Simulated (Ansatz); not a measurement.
# Ta2Mo in the C11b ordering: a Bloch–Grüneisen fit of the computed resistivity

Wanted: a compact model of ρ(T) for Ta2Mo in the C11b ordering and a check of it.

The resistivities were computed with Ansatz 0.2.0 (DFT PBE, scalar-relativistic, plane waves, PAW) from the linearised Boltzmann equation with harmonic phonons, on q 3×3×3, k 9×9×9, scattering 16×16×16; the fit below is done by hand on them.

The structure was built from a prototype and need not be the compound's stable phase.

### Step 1. Computed resistivities

It takes space group I4/mmm (No. 139, tetragonal). The conventional cell has a = 3.245 Å, b = 3.245 Å, c = 9.868 Å, α = 90.00°, β = 90.00°, γ = 90.00°. Around Mo on site a lie 8 Ta at 2.78 Å. Ta on site e has 4 Mo at 2.78 Å and 4 Ta at 2.91 Å as nearest neighbours.

This is the relaxed cell of the run, from steps not shown here.

The mean resistivity of the three axes from 50 to 800 K, with one row held back; the colder rows stay outside the fit and test it at the end:

| T (K) | ρ (μΩ cm) |
| --- | --- |
| 50 | 0.6684 |
| 77 | 1.924 |
| 100 | 3.165 |
| 150 | 5.853 |
| 200 | 8.388 |
| 300 | 13.12 |
| 400 | 17.61 |
| 600 | ? |
| 800 | 34.24 |

The resistivity is not converged: the component that moves most changes by 11 % between the two finest meshes at 300 K. No spin–orbit coupling, which matters for Ta. The structure is a hand-built model.

### Step 2. The fit

Bloch and Grüneisen's form is ρ(T) = A (T/Θ)⁵ J₅(Θ/T), with J₅(z) the integral of x⁵/((eˣ − 1)(1 − e⁻ˣ)) from 0 to z. It goes as T⁵ far below Θ and as A T/(4Θ) far above. For a trial Θ the best A is the geometric mean of ρ/[(T/Θ)⁵ J₅] over the rows, and the scatter of that ratio measures the fit:

| Θ (K) | A (μΩ cm) | scatter (%) |
| --- | --- | --- |
| 156 | 23.27 | 23.2 |
| 208 | 33.80 | 12.5 |
| 234 | 39.93 | 6.7 |
| 260 | 46.76 | 2.0 |
| 286 | 54.36 | 6.6 |
| 324 | 67.08 | 16.1 |
| 390 | 94.52 | 33.1 |

The scatter is least at Θ = 260 K, with A = 46.76 μΩ cm (2.0 % r.m.s.).

| T (K) | computed | fit |
| --- | --- | --- |
| 50 | 0.6684 | 0.6705 |
| 77 | 1.924 | 1.953 |
| 100 | 3.165 | 3.159 |
| 150 | 5.853 | 5.734 |
| 200 | 8.388 | 8.198 |
| 300 | 13.12 | 12.94 |
| 400 | 17.61 | 17.57 |
| 800 | 34.24 | 35.76 |

### Step 3. Prediction and check

At T = 600 K, Θ/T = 0.433, J₅ = 0.008724 and (T/Θ)⁵ = 65.45, so the fit gives 26.70 μΩ cm. The computed value is 26.14 μΩ cm: the fit is off by +2.13 %. Outside its range, at 20 K, it gives 0.0155 against 0.0274 μΩ cm computed, 0.57 times that; at that temperature the run's own test moves by 13 % between meshes in the component that moves most. Among the rows used, the largest miss is +4.4 %, at 800 K.

### Step 4. What the two numbers mean

Θ = 260 K is 1.76 times ħω_log/k_B (147 K) and 0.78 of the highest phonon frequency (332 K). The high-temperature slope of the fit, A/(4Θ), is 0.0450 μΩ cm/K. The same slope from the run's transport coupling and plasma energy, 2π k_B λ_tr/(ħ ε₀ ω_p²) with λ_tr = 0.509, 0.509, 0.504 (xx, yy, zz) and ħω_p = 7.32, 7.32, 5.39 (xx, yy, zz) eV, is 0.0488 μΩ cm/K in the mean of the axes, +8.6 % from it. For comparison, the computed rows rise by 0.0405 μΩ cm/K between the two hottest.

### Step 5. Outcome

- Θ: 260 K
- A: 46.76 μΩ cm
- scatter of the fit: 2.0 %
- held-back row at 600 K, fit against computed: 26.70 against 26.14 μΩ cm

**Reading.** Two numbers, Θ = 260 K and A = 46.8 μΩ cm, hold the computed ρ(T) from 50 to 800 K within 2.02 % r.m.s. and predict the held-back row within 2.13 %. At 20 K, outside the rows fitted, it gives 0.57 times the computed value. By the run's own test the resistivity at 300 K moves by 11 % between its two finest scattering meshes, in the component that moves most. The mean hides an anisotropy: at 300 K the components are 10.4, 10.4, 18.6 (xx, yy, zz) μΩ cm. Spin–orbit coupling is left out. The fit describes the calculation: impurities, thermal expansion, changes of phase and anharmonicity are in neither.

[Hosts, paths, dates, database ids (printed as entryN), source tags and the programs' standing remarks are cut or masked in the printed files.]
